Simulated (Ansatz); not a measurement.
## Ta wire along [110], 33 atoms a period: bands along the axis

Aim: is the Ta wire along [110], 33 atoms a period a metal or a semiconductor?

Calculated with Ansatz 0.2.0; DFT PBE, plane waves, PAW; relaxation of a wire's period; PAW set soft_1, in the first sound run; inputs show where later runs differ.

## Step 1: The structure

The cell holds 33 atoms: 33 Ta. Its edges and angles: a = 20.080 Å, b = 16.190 Å, c = 4.695 Å, α = 90.0°, β = 90.0°, γ = 90.0°. Vacuum lies along a and b. The structure's axis is c.

## Step 2: Relaxation of atoms and period

Band widths follow the bond lengths, so the wire is relaxed first. The atoms and the third cell vector are free; the box across stays fixed as vacuum. A Fermi-Dirac smearing is set since the result may be a metal. The pressure printed is a third of the stress's trace over the whole box, vacuum included; only the stress along the axis is relaxed.

input.yaml reads:

```yaml
crystal:
  lattice:
    - [20.08, 0.0, 0.0]
    - [0.0, 16.19, 0.0]
    - [0.0, 0.0, 4.6951890271]
  atoms:
    - { symbol: Ta, position: [0.169322709, 0.500011676, 0.0] }
    - { symbol: Ta, position: [0.251992032, 0.355008926, 0.0] }
    - { symbol: Ta, position: [0.334661355, 0.210006177, 0.0] }
    - { symbol: Ta, position: [0.334661355, 0.500011676, 0.0] }
    - { symbol: Ta, position: [0.417330677, 0.355008926, 0.0] }
    - { symbol: Ta, position: [0.5, 0.210006177, 0.0] }
    - { symbol: Ta, position: [0.5, 0.500011676, 0.0] }
    - { symbol: Ta, position: [0.582669323, 0.355008926, 0.0] }
    - { symbol: Ta, position: [0.665338645, 0.210006177, 0.0] }
    - { symbol: Ta, position: [0.665338645, 0.500011676, 0.0] }
    - { symbol: Ta, position: [0.748007968, 0.355008926, 0.0] }
    - { symbol: Ta, position: [0.830677291, 0.500011676, 0.0] }
    - { symbol: Ta, position: [0.251992032, 0.500011676, 0.5] }
    - { symbol: Ta, position: [0.334661355, 0.355008926, 0.5] }
    - { symbol: Ta, position: [0.334661355, 0.645014425, 0.5] }
    - { symbol: Ta, position: [0.417330677, 0.210006177, 0.5] }
    - { symbol: Ta, position: [0.417330677, 0.500011676, 0.5] }
    - { symbol: Ta, position: [0.417330677, 0.790017174, 0.5] }
    - { symbol: Ta, position: [0.5, 0.355008926, 0.5] }
    - { symbol: Ta, position: [0.5, 0.645014425, 0.5] }
    - { symbol: Ta, position: [0.582669323, 0.210006177, 0.5] }
    - { symbol: Ta, position: [0.582669323, 0.500011676, 0.5] }
    - { symbol: Ta, position: [0.582669323, 0.790017174, 0.5] }
    - { symbol: Ta, position: [0.665338645, 0.355008926, 0.5] }
    - { symbol: Ta, position: [0.665338645, 0.645014425, 0.5] }
    - { symbol: Ta, position: [0.748007968, 0.500011676, 0.5] }
    - { symbol: Ta, position: [0.251992032, 0.645014425, 0.0] }
    - { symbol: Ta, position: [0.334661355, 0.790017174, 0.0] }
    - { symbol: Ta, position: [0.417330677, 0.645014425, 0.0] }
    - { symbol: Ta, position: [0.5, 0.790017174, 0.0] }
    - { symbol: Ta, position: [0.582669323, 0.645014425, 0.0] }
    - { symbol: Ta, position: [0.665338645, 0.790017174, 0.0] }
    - { symbol: Ta, position: [0.748007968, 0.645014425, 0.0] }
kpoints:
  mp_grid: { grid: [1, 1, 18] }
scf:
  occupations: { method: fermi_dirac, width: 0.05 }
hamiltonian:
  xc: pbe
  pseudopotentials: { kind: paw, azcp: { folder: soft_1 } }
relax:
  cell: { fix: [a, b, alpha, beta, gamma] }
  max_steps: 45
  f_tol: 0.03
```

Started as:

```sh
ansatz run input.yaml --threads 4 --pin off --max-ram 16384MiB --backend cpu --events-out ev --progress --plain --runs-dir out
```

Numbers of over 12 decimals in the logs are rounded to 6 here.

The log of the run:

```text
Engine: ansatz 0.2.0, aarch64-unknown-linux-gnu
Pseudopotentials: kind: paw
Pseudopotential: Ta, paw, valence charge 13, recommended cutoff 420 eV (normal), soft_1/Ta.paw.azcp
Functional definition: PBE
  parameter kappa = 0.804
  parameter beta = 0.066725
  exchange = pbe_x(kappa = kappa, mu = beta*pi^2/3)
  correlation = pbe_c(beta = beta)
Crystal: 33 atoms, lattice volume = 1526.383 Å³
Basis set: ecut = 420 eV, 29771 PW (Γ), exchange–correlation on 270×240×64 points (8 copies of the dense FFT grid, shifted against one another)
Bands: 258, of which v1, the nominal top of the filled ones, is band 215 counted from 1 (214 counted from 0)
Symmetry: 8 space group operations
Space group: Pmmm (ITA 47), of the structure as read, at distance tolerance 1.2e-4 Å
k-points: 10 of 18
Non-local potential: Ta, projectors of the file, l = 0: 3, l = 1: 2, l = 2: 2, l = 3: 1
PAW form: soft (Blöchl's): semilocal exchange-correlation on the pseudo side does not see the compensation charge
PAW one-centre angular grid: Ta, 590 points (default); XC on 64 Gauss nodes
Initial density: superposition of atomic densities (neutral atoms: chi_scale 0, normalization atom)
Initial wavefunctions: pseudopotential atomic-orbital guess
Functional: x = pbe(κ = 0.804, μ = 0.219515), c = pbe(β = 0.066725)
SCF iter   1: F=—  HF=-327796.915806 eV  |F-HF|=—  |Δ(HF+E_count)|=         —  Δρ=4.63e-2  dr2=4.96e2  ethr=3.10e-3  ⟨swp⟩=11.6  Hψ=12465  notcnv=0  defer=33
preconditioner: auto → LDOS  [metal: Δε(μ)=0.022 eV  Ē_g=4.062 eV  σ=0.050 eV  W_gap=0.11  n_scr=290 (ndim 8)  ℏωp=12.2 eV  f_vac=0.453  D(μ)=34.88/eV (n_scr^D=228)  β→1.0]
SCF iter   2: F=—  HF=-327787.603518 eV  |F-HF|=—  |Δ(HF+E_count)|=    9.31e0  Δρ=5.63e-2  dr2=8.92e2  ethr=3.10e-3  ⟨swp⟩=8.7  Hψ=10501  notcnv=0  defer=188
SCF iter   3: F=—  HF=-327762.205730 eV  |F-HF|=—  |Δ(HF+E_count)|=    2.54e1  Δρ=1.07e-2  dr2=9.92e0  ethr=3.10e-3  ⟨swp⟩=6.4  Hψ=7576  notcnv=0  defer=104
SCF iter   4: F=—  HF=-327761.889874 eV  |F-HF|=—  |Δ(HF+E_count)|=   3.16e-1  Δρ=3.92e-3  dr2=2.64e0  ethr=2.31e-3  ⟨swp⟩=4.2  Hψ=3576  notcnv=0  defer=102
SCF iter   5: F=—  HF=-327761.770454 eV  |F-HF|=—  |Δ(HF+E_count)|=   1.19e-1  Δρ=1.59e-3  dr2=2.34e-1  ethr=6.16e-4  ⟨swp⟩=5.2  Hψ=4031  notcnv=0  defer=99
SCF iter   6: F=—  HF=-327761.771219 eV  |F-HF|=—  |Δ(HF+E_count)|=   7.65e-4  Δρ=4.73e-4  dr2=2.28e-2  ethr=5.44e-5  ⟨swp⟩=2.1  Hψ=3666  notcnv=0  defer=99
SCF iter   7: F=—  HF=-327761.771384 eV  |F-HF|=—  |Δ(HF+E_count)|=   1.65e-4  Δρ=1.47e-4  dr2=1.88e-3  ethr=5.33e-6  ⟨swp⟩=2.2  Hψ=3277  notcnv=0  defer=99
SCF iter   8: F=—  HF=-327761.771492 eV  |F-HF|=—  |Δ(HF+E_count)|=   1.08e-4  Δρ=5.04e-5  dr2=1.92e-4  ethr=4.39e-7  ⟨swp⟩=2.4  Hψ=3380  notcnv=0  defer=99
SCF iter   9: F=—  HF=-327761.771504 eV  |F-HF|=—  |Δ(HF+E_count)|=   1.21e-5  Δρ=1.45e-5  dr2=7.54e-6  ethr=4.48e-8  ⟨swp⟩=2.4  Hψ=3407  notcnv=0  defer=99
SCF iter  10: F=—  HF=-327761.772337 eV  |F-HF|=—  |Δ(HF+E_count)|=   8.33e-4  Δρ=5.41e-6  dr2=9.76e-7  ethr=1.76e-9  ⟨swp⟩=3.1  Hψ=4578  notcnv=0  defer=99
SCF iter  11: F=-327761.772337 eV  HF=-327761.772337 eV  |F-HF|=3.49e-10  |Δ(HF+E_count)|=   1.80e-7  Δρ=1.66e-6  dr2=8.13e-8  ethr=2.33e-11  ⟨swp⟩=4.4  Hψ=10618  notcnv=0
SCF 1 converged in 11 iterations: F = -327761.772337 eV  dr2 = 8.13e-8
  greatest PAW one-centre occupation: 0.999 electrons in one spin orbital (limit 2), on the Ta atom at site 6 (counted from 0), in its partial waves of l = 0
relax step   1: F+E_penalty+E_count = -327761.77233736 eV  Δ(F+E_penalty+E_count) = +0.000e0 eV  max|allowed force component| = 2.796e0 eV/Å  Δτ_max = 0.0000 Å  P = -5.083 GPa  Ω = 1526.383 Å³  fix = [a, b, alpha, beta, gamma]  reactions: a -4.785, b -4.969 GPa  (11 SCF iters, dr2 threshold 1.00e-7 eV, accepted)
Crystal: 33 atoms, lattice volume = 1483.403 Å³
Basis set: ecut = 420 eV, 29071 PW (Γ), exchange–correlation on 270×240×64 points (8 copies of the dense FFT grid, shifted against one another)
Initial density: handed on by an earlier stage of this run
Initial wavefunctions: those handed on with the density
iter 1 solved again at ethr=1.67e-3 eV; its pass at ethr=3.10e-3 eV (dr2=7.18e0 eV) is discarded
SCF iter   1: F=—  HF=-327765.859257 eV  |F-HF|=—  |Δ(HF+E_count)|=         —  Δρ=1.13e-2  dr2=7.25e0  ethr=1.67e-3  ⟨swp⟩=4.6  Hψ=13704  notcnv=0
preconditioner: auto → LDOS  [metal: Δε(μ)=0.009 eV  Ē_g=3.416 eV  σ=0.050 eV  W_gap=0.04  n_scr=286 (ndim 8)  ℏωp=12.4 eV  f_vac=0.481  D(μ)=33.39/eV (n_scr^D=216)  β→1.0]
SCF iter   2: F=—  HF=-327765.470535 eV  |F-HF|=—  |Δ(HF+E_count)|=   3.89e-1  Δρ=7.11e-3  dr2=3.89e0  ethr=1.67e-3  ⟨swp⟩=3.6  Hψ=4235  notcnv=0  defer=28
SCF iter   3: F=—  HF=-327765.027634 eV  |F-HF|=—  |Δ(HF+E_count)|=   4.43e-1  Δρ=1.46e-3  dr2=1.25e-1  ethr=9.08e-4  ⟨swp⟩=2.1  Hψ=3994  notcnv=0  defer=114
SCF iter   4: F=—  HF=-327765.010579 eV  |F-HF|=—  |Δ(HF+E_count)|=   1.71e-2  Δρ=3.90e-4  dr2=4.33e-3  ethr=2.92e-5  ⟨swp⟩=2.4  Hψ=4465  notcnv=0  defer=114
SCF iter   5: F=—  HF=-327765.011612 eV  |F-HF|=—  |Δ(HF+E_count)|=   1.03e-3  Δρ=1.21e-4  dr2=5.90e-4  ethr=1.01e-6  ⟨swp⟩=2.4  Hψ=4163  notcnv=0  defer=114
SCF iter   6: F=—  HF=-327765.012340 eV  |F-HF|=—  |Δ(HF+E_count)|=   7.27e-4  Δρ=4.25e-5  dr2=6.97e-5  ethr=1.38e-7  ⟨swp⟩=2.0  Hψ=3523  notcnv=0  defer=114
SCF iter   7: F=—  HF=-327765.012362 eV  |F-HF|=—  |Δ(HF+E_count)|=   2.23e-5  Δρ=1.56e-5  dr2=1.20e-5  ethr=1.62e-8  ⟨swp⟩=2.3  Hψ=3933  notcnv=0  defer=114
SCF iter   8: F=-327765.012362 eV  HF=-327765.012363 eV  |F-HF|=3.63e-7  |Δ(HF+E_count)|=   9.09e-7  Δρ=5.38e-6  dr2=9.62e-7  ethr=7.69e-10  ⟨swp⟩=5.0  Hψ=9042  notcnv=0
SCF 2 converged in 8 iterations: F = -327765.012362 eV  dr2 = 9.62e-7
  greatest PAW one-centre occupation: 0.999 electrons in one spin orbital (limit 2), on the Ta atom at site 21 (counted from 0), in its partial waves of l = 0
relax step   2: F+E_penalty+E_count = -327765.01236249 eV  Δ(F+E_penalty+E_count) = -3.240e0 eV  max|allowed force component| = 6.099e-1 eV/Å  Δτ_max = 0.1950 Å  P = -1.121 GPa  Ω = 1483.403 Å³  energy of the carried Pulay correction = +3.577e-3 eV  fix = [a, b, alpha, beta, gamma]  reactions: a -1.004, b -1.594 GPa  (8 SCF iters, dr2 threshold 3.30e-6 eV, accepted)
Crystal: 33 atoms, lattice volume = 1476.635 Å³
Basis set: ecut = 420 eV, 28919 PW (Γ), exchange–correlation on 270×240×64 points (8 copies of the dense FFT grid, shifted against one another)
SCF iter   1: F=—  HF=-327765.944096 eV  |F-HF|=—  |Δ(HF+E_count)|=         —  Δρ=1.09e-2  dr2=1.62e1  ethr=3.10e-3  ⟨swp⟩=6.6  Hψ=7168  notcnv=0  defer=36
[...]
Initial wavefunctions: pseudopotential atomic-orbital guess (no wavefunctions were taken with the density)
iter 1 solved again at ethr=5.54e-6 eV; its pass at ethr=3.10e-3 eV (dr2=2.38e-2 eV) is discarded
SCF iter   1: F=—  HF=-327765.372679 eV  |F-HF|=—  |Δ(HF+E_count)|=         —  Δρ=3.47e-5  dr2=2.04e-6  ethr=5.54e-6  ⟨swp⟩=5.5  Hψ=17550  notcnv=0  defer=1
eigensolver tolerance schedule: the retry pair's looser diagonalisation over-reported the residual by 11666.05 of it (diagonalisation noise at an unbounded share of the residual, at the tolerance the schedule requests for it); recorded, not acted on — ethr = c·dr2/N_el stays at c = 1.0e-1
preconditioner: auto → LDOS  [metal: Δε(μ)=0.006 eV  Ē_g=3.400 eV  σ=0.050 eV  W_gap=0.03  n_scr=286 (ndim 8)  ℏωp=12.4 eV  f_vac=0.484  D(μ)=33.64/eV (n_scr^D=216)  β→1.0]
SCF iter   2: F=—  HF=-327765.373456 eV  |F-HF|=—  |Δ(HF+E_count)|=   7.78e-4  Δρ=8.89e-6  dr2=4.56e-7  ethr=4.75e-10  ⟨swp⟩=4.6  Hψ=7921  notcnv=0  defer=1
SCF iter   3: F=—  HF=-327765.373456 eV  |F-HF|=—  |Δ(HF+E_count)|=   8.61e-8  Δρ=1.40e-6  dr2=6.19e-8  ethr=1.06e-10  ⟨swp⟩=2.0  Hψ=4707  notcnv=0  defer=1
SCF iter   4: F=—  HF=-327765.373456 eV  |F-HF|=—  |Δ(HF+E_count)|=   7.10e-9  Δρ=5.50e-7  dr2=6.97e-9  ethr=1.44e-11  ⟨swp⟩=2.8  Hψ=5084  notcnv=0  defer=1
SCF iter   5: F=-327765.373456 eV  HF=-327765.373456 eV  |F-HF|=4.07e-10  |Δ(HF+E_count)|=  8.15e-10  Δρ=1.61e-7  dr2=3.08e-10  ethr=1.00e-12  ⟨swp⟩=3.9  Hψ=10470  notcnv=0
SCF 8 converged in 5 iterations: F = -327765.373456 eV  dr2 = 3.08e-10
relax step   8: F+E_penalty+E_count = -327765.37345629 eV  Δ(F+E_penalty+E_count) = +3.623e-3 eV  max|allowed force component| = 8.944e-3 eV/Å  Δτ_max = 0.0000 Å  P = -0.039 GPa  Ω = 1481.990 Å³  fix = [a, b, alpha, beta, gamma]  reactions: a +0.012, b -0.142 GPa  stress off target by 1.42e-2 GPa on what of the cell is left free  SCF on the basis re-selected at this cell (its energy is not comparable with the rows above)  (5 SCF iters)
basis re-selected at this cell: Δ(F+E_penalty+E_count) = +3.623e-3 eV, ΔP = +0.000 GPa vs the last step (what re-selecting the basis moved, of the pressure what is left beyond the Pulay correction that the steps carried, after the strain that the cell walked since its last selection, with what the two solves' SCF thresholds leave and, on support functions, any second-order correction that the steps lacked; it is no m [...]
SCF converged after 5 iterations
Free energy (F): -327765.373456 eV
Harris-Foulkes:  -327765.373456 eV  (|F-HF|=4.07e-10)
Internal energy: -327765.085497 eV  (E = F + TS)
E sigma→0 (E₀):  -327765.229477 eV
Entropy (-TS):   -0.287959 eV (-8.726 meV/atom)
Fermi energy:    5.443560 eV
--- Per-component energies (eV) ---
  E_band       = -9136.720369
  E_kinetic    = 12982.080065
  E_local      = -243505.399470  (includes V_loc(G=0)·N_el)
  E_nonlocal   = -359.485163
  E_hartree    = 116408.929406
  E_xc         = -10576.286041
  E_vxc        = -7675.956512  (∫ρ·V_xc dr)
  E_paw        = -274050.222191  (= ΣΔE_a)
  E_vpaw       = -3395.817681  (= ΣTr[D̂ρ^β])
  E_aug_tail   = 0.003092  (compensation charges beyond the density's cutoff)
  E_ewald      = 71335.294805
  E_smearing   = -0.287959  (= −TS)
  E_closure    = -0.000000  (closes the sum)
  Σ components = -327765.373456   (vs F -327765.373456, Δ=0.00e0)
--- Forces (eV/Å), atoms counted from 1 ---
  atom   1  Ta    -0.00530647     0.00000000     0.00000000
  atom   2  Ta    -0.00533615    -0.00186233     0.00000000
  atom   3  Ta    -0.00531758     0.00319251     0.00000000
  atom   4  Ta     0.00842941     0.00000000     0.00000000
  atom   5  Ta    -0.00012239     0.00014752     0.00000000
  atom   6  Ta    -0.00000000     0.00625215     0.00000000
  atom   7  Ta     0.00000000     0.00000000     0.00000000
  atom   8  Ta     0.00012239     0.00014752     0.00000000
  atom   9  Ta     0.00531758     0.00319251     0.00000000
  atom  10  Ta    -0.00842941    -0.00000000     0.00000000
  atom  11  Ta     0.00533615    -0.00186233     0.00000000
  atom  12  Ta     0.00530647    -0.00000000     0.00000000
  atom  13  Ta     0.00618169    -0.00000000     0.00000000
  atom  14  Ta    -0.00203270     0.00106719     0.00000000
  atom  15  Ta    -0.00203270    -0.00106719     0.00000000
  atom  16  Ta     0.00159127     0.00894431     0.00000000
  atom  17  Ta     0.00214203     0.00000000     0.00000000
  atom  18  Ta     0.00159127    -0.00894431     0.00000000
  atom  19  Ta    -0.00000000     0.00126150     0.00000000
  atom  20  Ta     0.00000000    -0.00126150     0.00000000
  atom  21  Ta    -0.00159127     0.00894431     0.00000000
  atom  22  Ta    -0.00214203    -0.00000000     0.00000000
  atom  23  Ta    -0.00159127    -0.00894431     0.00000000
  atom  24  Ta     0.00203270     0.00106719     0.00000000
  atom  25  Ta     0.00203270    -0.00106719     0.00000000
  atom  26  Ta    -0.00618169     0.00000000     0.00000000
  atom  27  Ta    -0.00533615     0.00186233     0.00000000
  atom  28  Ta    -0.00531758    -0.00319251     0.00000000
  atom  29  Ta    -0.00012239    -0.00014752     0.00000000
  atom  30  Ta     0.00000000    -0.00625215     0.00000000
  atom  31  Ta     0.00012239    -0.00014752     0.00000000
  atom  32  Ta     0.00531758    -0.00319251     0.00000000
  atom  33  Ta     0.00533615     0.00186233     0.00000000
  max |Σ_I F_I| component: 1.73e-18 eV/Å
--- Stress (GPa, compression-positive) ---
        0.012037       0.000000       0.000000
        0.000000      -0.141936       0.000000
        0.000000       0.000000       0.014222
  P = ⅓ Tr σ = -0.0386 GPa (-0.386 kbar)
--- Relaxed structure (7 steps of the walk, 6 accepted, 1 SCFs on fresh bases) ---
  F+E_penalty+E_count = -327765.37345629 eV   max|allowed force component| = 8.944e-3 eV/Å   (the final SCF, on the basis selected at the relaxed cell)
  cell:  # Å, volume = 1481.9896 Å³
    - [20.08, 0.0, 0.0]
    - [0.0, 16.19, 0.0]
    - [0.0, 0.0, 4.558633]
  atoms:
    - { symbol: Ta, position: [0.180696, 0.500012, 0.0] }
    - { symbol: Ta, position: [0.251429, 0.365183, 0.0] }
    - { symbol: Ta, position: [0.339510, 0.225616, 0.0] }
    - { symbol: Ta, position: [0.332932, 0.500012, 0.0] }
    - { symbol: Ta, position: [0.416776, 0.359301, 0.0] }
    - { symbol: Ta, position: [0.5, 0.214749, 0.0] }
    - { symbol: Ta, position: [0.5, 0.500012, 0.0] }
    - { symbol: Ta, position: [0.583224, 0.359301, 0.0] }
    - { symbol: Ta, position: [0.660490, 0.225616, 0.0] }
    - { symbol: Ta, position: [0.667068, 0.500012, 0.0] }
    - { symbol: Ta, position: [0.748571, 0.365183, 0.0] }
    - { symbol: Ta, position: [0.819304, 0.500012, 0.0] }
    - { symbol: Ta, position: [0.252771, 0.500012, 0.5] }
    - { symbol: Ta, position: [0.334355, 0.350296, 0.5] }
    - { symbol: Ta, position: [0.334355, 0.649727, 0.5] }
    - { symbol: Ta, position: [0.419692, 0.215312, 0.5] }
    - { symbol: Ta, position: [0.415139, 0.500012, 0.5] }
    - { symbol: Ta, position: [0.419692, 0.784711, 0.5] }
    - { symbol: Ta, position: [0.5, 0.357110, 0.5] }
    - { symbol: Ta, position: [0.5, 0.642913, 0.5] }
    - { symbol: Ta, position: [0.580308, 0.215312, 0.5] }
    - { symbol: Ta, position: [0.584861, 0.500012, 0.5] }
    - { symbol: Ta, position: [0.580308, 0.784711, 0.5] }
    - { symbol: Ta, position: [0.665645, 0.350296, 0.5] }
    - { symbol: Ta, position: [0.665645, 0.649727, 0.5] }
    - { symbol: Ta, position: [0.747229, 0.500012, 0.5] }
    - { symbol: Ta, position: [0.251429, 0.634840, 0.0] }
    - { symbol: Ta, position: [0.339510, 0.774407, 0.0] }
    - { symbol: Ta, position: [0.416776, 0.640722, 0.0] }
    - { symbol: Ta, position: [0.5, 0.785274, 0.0] }
    - { symbol: Ta, position: [0.583224, 0.640722, 0.0] }
    - { symbol: Ta, position: [0.660490, 0.774407, 0.0] }
    - { symbol: Ta, position: [0.748571, 0.634840, 0.0] }
```

It took 11 min on 4 threads of Arm Neoverse V1, shared host; peak memory 7.9 GiB; 45 min of CPU time.

The steps of the relaxation:

```
step  energy less that of the first step (eV)  largest force component (eV/Å)  pressure (GPa)  volume (Å³)
   1                                   0.0000                          2.7963           -5.08      1526.38
   2                                  -3.2400                          0.6099           -1.12      1483.40
   3                                  -3.5060                          0.3415            0.81      1476.64
   4                                  -3.5949                          0.0842            0.06      1477.68
   5                                  -3.6029                          0.0580           -0.07      1481.33
   6                                  -3.6020                          0.0877           -0.03      1481.35
   7                                  -3.6047                          0.0090           -0.04      1481.99
  8*                                  -3.6011                          0.0089           -0.04      1481.99
```

Relaxation steps marked * repeat the geometry before them on a plane-wave basis chosen anew for their cell, so energy and pressure can jump there. Relaxation step 6 was tried and not accepted.

The run keeps the 8 symmetry operations that it works with, so distortions that break them were not tested.

```
cell as run  before  after  change
      c (Å)   4.695  4.559  -2.9 %
```

The atoms that moved most (Å, along periodic axes as changes of fractional coordinates times the final cell, across vacuum about the mean position):

```csv
atom,dx,dy,dz,length
Ta9,-0.097,0.253,0.000,0.271
Ta3,0.097,0.253,0.000,0.271
Ta32,-0.097,-0.253,0.000,0.271
Ta28,0.097,-0.253,0.000,0.271
Ta12,-0.228,0.000,0.000,0.228
Ta1,0.228,0.000,0.000,0.228
Ta11,0.011,0.165,0.000,0.165
Ta2,-0.011,0.165,0.000,0.165
```

This step gave:

```yaml
energy_at_zero_smearing: -327765.2295 eV
cell_length_along_the_wire: 4.559 Å
```

The cell's length comes to 4.559 Å with spin left out.

(Continued in part 2 of 2.)

[Logs are printed without paths, hosts, clocks, repeated set-up lines and the standing remarks that a program may print on its own settings, such as how far it seeks lower states.]

[Hosts, paths, dates, database ids (printed as entryN), source tags and the programs' standing remarks are cut or masked in the printed files.]
